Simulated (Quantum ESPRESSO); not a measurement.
Computed results, one entry a study.

MnSi: parallel and opposed starts. The structure is cubic, space group P2_13 (No. 198). Conventional cell: a = 4.548 Å, b = 4.548 Å, c = 4.548 Å, α = 90.00°, β = 90.00°, γ = 90.00°. Nearest to Mn lie 7 Si at 2.30 to 2.53 Å. Nearest to Si lie 7 Mn at 2.30 to 2.53 Å. Farther neighbours are not listed. The calculation used LDA; plane waves with GBRV 1.5 LDA potentials, no spin-orbit coupling (and 1 further level or step) in Quantum ESPRESSO 7.5, with GBRV 1.5 LDA, potential files Si: si_lda_v1.uspp.F.UPF, Mn: mn_lda_v1.5.uspp.F.UPF, cutoff 544.23 eV, 6×6×6 k-mesh, 57 bands, fermi-dirac occupations, smearing width 0.1 eV, collinear spin, SCF threshold 1.60e-8, mesh matched on, starting moments 3.5 3.5 3.5 3.5 0 0 0 0 μB in one of its runs. The lowest state found is ferromagnetic (from ferro ++++ and ferri +++-), the largest site moment is 0.798 μB and the state without moments is 13.8 meV a seeded atom higher. It took 3 runs, 5.8 min in all on 4 MPI ranks of Intel Xeon Platinum 8488C (Sapphire Rapids), shared host (the runs of this entry). At this level spin polarisation gains little. 1 start lost its moments. The database entry behind the starting cell differs from later determinations by our own check (0.1 to 0.3 % short, probably kX units). The run is spin-polarised, with a total moment of 3.19 μB a cell (absolute 3.61). Only these 3 starts were compared; other wavevectors, canted and longer-period orders were not. A computed site moment is spin alone and hangs on the region that is counted: the program's spheres do not touch and miss the tail of the moment. Measured moments hold any orbital part as well, and belong to the order of the sample, which need not be the order of this run.

[Hosts, paths, dates, database ids (printed as entryN), source tags and the programs' standing remarks are cut or masked in the printed files.]

[Where a cell is said to come from a database of computed structures, the database is the Materials Project.]
